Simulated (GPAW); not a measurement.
Consider AlNi (Pm-3m).

```cif
data_structure
_symmetry_space_group_name_H-M 'P 1'
_symmetry_Int_Tables_number 1
_cell_length_a 2.8810
_cell_length_b 2.8810
_cell_length_c 2.8810
_cell_angle_alpha 90.000
_cell_angle_beta 90.000
_cell_angle_gamma 90.000
_cell_volume 23.91
loop_
_atom_site_label
_atom_site_type_symbol
_atom_site_fract_x
_atom_site_fract_y
_atom_site_fract_z
_atom_site_occupancy
Ni1 Ni 0.50000 0.50000 0.50000 1
Al2 Al 0.00000 0.00000 0.00000 1
```

Absorber: atom 2, with 8 Ni at 2.50 Å and 6 Al at 2.88 Å (cube and octahedron, as in bcc, site symmetry m-3m). Method: GPAW, PBE, excited-electron core hole (neutral cell), 16-atom cell with 5.8 Å between holes, 6×6×6 k points, dipole transitions, Gaussian full width 0.9 eV up to 4 eV, rising linearly to 3.5 eV at 25 eV.

The database entry behind the starting cell differs from later determinations by our own check (about 0.2 % short), so it need not match the best structure at ambient conditions.

**Question.** Predict the near-edge structure at the Al K edge.

Main maxima up to 24 eV above the zero (height): 0.7 eV (0.53), 4.8 eV (1.92), 10.1 eV (1.11) and 12.6 eV (1.11). A K edge sees empty p states on the absorber. The total-energy difference is 1556.60 eV. The tabulated edge of the element is 1559 eV. The functional leaves an error of a few eV in such absolute values.

The Al K spectrum (energy from the lowest empty level; intensity scaled to a mean of 1 over the first 20 eV):

| E (eV) | intensity |
| --- | --- |
| -2.0 | 0.00 |
| -1.0 | 0.00 |
| 0.0 | 0.32 |
| 1.0 | 0.46 |
| 2.0 | 0.48 |
| 3.0 | 0.88 |
| 4.0 | 1.30 |
| 5.0 | 1.88 |
| 6.0 | 1.40 |
| 7.0 | 0.94 |
| 8.0 | 1.00 |
| 9.0 | 1.05 |
| 10.0 | 1.11 |
| 11.0 | 1.04 |
| 12.0 | 1.09 |
| 13.0 | 1.11 |
| 14.0 | 1.09 |
| 15.0 | 1.07 |
| 16.0 | 1.01 |
| 17.0 | 0.94 |
| 18.0 | 0.84 |
| 19.0 | 0.74 |
| 20.0 | 0.64 |
| 21.0 | 0.54 |
| 22.0 | 0.50 |
| 23.0 | 0.51 |
| 24.0 | 0.54 |
| 25.0 | 0.59 |
| 26.0 | 0.64 |
| 27.0 | 0.70 |
| 28.0 | 0.78 |
| 29.0 | 0.87 |
| 30.0 | 0.91 |
| 31.0 | 0.88 |
| 32.0 | 0.85 |

The hole lies in one spin channel, while the script sums the empty states of both and takes the lower zero; where the two channels are split, this blurs and shifts the curve. The starting moments shrank to 0.00 μB or less, so this is hardly a magnetic state. The holes are only 5.8 Å apart, so the shape is probably not converged with cell size; no larger cell was run here. Lifetime broadening is put in by hand, and intensities beyond about 20 eV depend on it and on the partial waves; weight that the partial waves miss at high energy is lost. The structure is a published determination, not relaxed.

[Banner, clock and machine lines of the logs are left out without a mark of their own.]

[Logs are printed without paths, hosts, clocks, repeated set-up lines and the standing remarks that a program may print on its own settings, such as how far it seeks lower states.]

[Hosts, paths, dates, database ids (printed as entryN), source tags and the programs' standing remarks are cut or masked in the printed files.]

[Lists of maxima count a maximum above −3 eV only where it reaches 4 % of the highest in the window and stands out from its surroundings by 2 % of it (1.5 % where it reaches 55 %); shoulders and weaker maxima are passed over, and of the rest the first, up to two pre-edge ones and the few strongest are named.]
